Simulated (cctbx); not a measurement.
# Diagnosing a refinement

Cell a = 10.0980 Å, b = 4.0580 Å, c = 9.8960 Å, α = 90.00°, β = 116.77°, γ = 90.00°; space group C2/m (no. 12). The compound is Er2BeSi2.

The data are simulated with cctbx, not measured: synchrotron X-rays, λ = 0.4959 Å, to d = 0.65 Å, 70 % of the full sphere, strongest reflection 5000 counts, noise from counting, a 6 % proportional error and a noise floor of 2 counts (s.d.); no absorption.

An anisotropic refinement with weights 1/σ² prints:

```text
Rint 0.053, 762 unique reflections to 0.65 A
cycle     R1     wR2    GooF  max shift (A)
   1  0.0562  0.1424   1.985   0.00550
   2  0.0321  0.0804   1.121   0.00001
final R1 0.0321 wR2 0.0804 GooF 1.121  parameters 24  data/parameter 31.8
atom        x        y        z      Ueq    occ   su(xyz)  su(Uiso or U11)
Er1    0.00900  0.00000  0.33321   0.0146  1.000  0.00005  0.0002
Er2    0.69629  0.50000  0.12198   0.0165  1.000  0.00005  0.0002
Si1    0.84985  0.50000  0.44541   0.0207  1.000  0.00040  0.0014
Si2    0.99032  0.50000  0.11499   0.0373  1.000  0.00059  0.0022
difference map: max 7.39 min -2.27 rms 0.57
Q1    0.2212  0.5000  0.3374    4    7.67  2.38 A from Si2
Q2    0.0472  0.5000  0.3015    4    2.01  1.67 A from Si2
Q3    0.0563  0.0000  0.4901    4    1.84  1.40 A from Er1
Q4    0.0200  0.5000  0.9772    4    1.80  0.87 A from Si2
Q5    0.1612  0.0000  0.7010    4    1.71  1.60 A from Er1
Q6    0.1366  0.5000  0.0364    4    1.69  1.47 A from Si2
```

Q: Accept it or mend it, and why?

Mend it. The fault: an atom left out, Be at (0.2768, 0, 0.6561). Against the right model at the same level, R1 goes from 0.0279 to 0.0321 and GooF from 0.95 to 1.12 and the top difference peak, 7.7 e/Å³, lies 2.38 Å from Si2. Q1 is the missing atom. With scattering power missing, scale and phases suffer, so peaks may also grow on the heavy atoms.

The compound is Er2BeSi2. The right model at the same level gives:

```text
Rint 0.053, 762 unique reflections to 0.65 A
cycle     R1     wR2    GooF  max shift (A)
   1  0.0539  0.1354   1.895   0.01249
   3  0.0279  0.0677   0.948   0.00020
final R1 0.0279 wR2 0.0677 GooF 0.948  parameters 30  data/parameter 25.4
atom        x        y        z      Ueq    occ   su(xyz)  su(Uiso or U11)
Er1    0.00898  0.00000  0.33321   0.0148  1.000  0.00004  0.0002
Er2    0.69626  0.50000  0.12194   0.0166  1.000  0.00004  0.0002
Si1    0.84988  0.50000  0.44550   0.0208  1.000  0.00034  0.0012
Si2    0.99023  0.50000  0.11491   0.0365  1.000  0.00048  0.0019
Be1    0.27913  0.00000  0.66026   0.0368  1.000  0.00211  0.0076
difference map: max 2.11 min -2.40 rms 0.50
Q1    0.0633  0.0000  0.4910    4    2.16  1.40 A from Er1
Q2    0.1322  0.5000  0.0318    4    1.92  1.42 A from Si2
Q3    0.0165  0.5000  0.9775    4    1.92  0.89 A from Si2
Q4    0.0487  0.5000  0.3030    4    1.85  1.61 A from Be1
Q5    0.1928  0.0000  0.5709    4    1.78  0.92 A from Be1
Q6    0.1856  0.5000  0.2600    4    1.74  0.70 A from Be1
```

Isotropic U is held between 0.0001 and 1 Å² by the program, and listed peak heights are interpolated, so they can pass the grid's maximum.

The model is made up (kin elements in a known structure type, no relaxation), so it says nothing on whether the phase exists.

[Middle refinement cycles are left out of these outputs.]

[Logs are printed without paths, hosts, clocks, repeated set-up lines and the standing remarks that a program may print on its own settings, such as how far it seeks lower states.]
